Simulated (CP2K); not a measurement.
Consider 1,1-difluoroethylene at its PBE geometry (Å).

```xyz
6

C     0.7370   -0.0763   -0.0355
C    -0.5805    0.0601    0.0272
F    -1.4665   -0.9465   -0.0049
F    -1.2337    1.2271    0.1322
H     1.3721    0.8027   -0.0026
H     1.1715   -1.0671   -0.1164
```

Method: CP2K XAS_TDP, all-electron GAPW, PBEh(45%), aug-cc-pVTZ, TDA, GW2X-corrected core level, no relativity.

Predict the bright core excitations at the C K edge.

Leading lines: C1 286.30 eV and C2 290.29 eV. The leading line of an atom is its first one with 35 % of the strongest within 2.5 eV of its lowest line over the strength cut. Core ionisation energies at this level: C1 291.15 and C2 296.08 eV.

The first six lines of each atom with a strength over 0.0015:

| atom | energy (eV) | states | strength, one atom | above the computed threshold |
| --- | --- | --- | --- | --- |
| C1 (bonded to C and 2 H) | 286.30 | 1 | 0.0445 |  |
|  | 288.90 | 1 | 0.0030 |  |
|  | 289.31 | 1 | 0.0225 |  |
|  | 290.11 | 1 | 0.0080 |  |
|  | 290.44 | 1 | 0.0088 |  |
|  | 291.00 | 1 | 0.0084 |  |
| C2 (bonded to C and 2 F) | 290.29 | 1 | 0.0730 |  |
|  | 293.43 | 1 | 0.0682 |  |
|  | 293.44 | 1 | 0.0174 |  |
|  | 294.98 | 1 | 0.0082 |  |
|  | 295.76 | 1 | 0.0048 |  |
|  | 296.88 | 1 | 0.0060 | yes |

Lines are vertical, at one geometry, with no vibrational structure. GW2X ionisation energies and lines can be off by 1 to 2 eV either way, and a good line position may hide errors that cancel. These values hold no scalar relativity, about 0.1 eV for C 1s. Rydberg lines, and the discretised continuum above threshold, depend on the basis and the box.

[Banner, clock and machine lines of the logs are left out without a mark of their own.]

[Logs are printed without paths, hosts, clocks, repeated set-up lines and the standing remarks that a program may print on its own settings, such as how far it seeks lower states.]

[Hosts, paths, dates, database ids (printed as entryN), source tags and the programs' standing remarks are cut or masked in the printed files.]
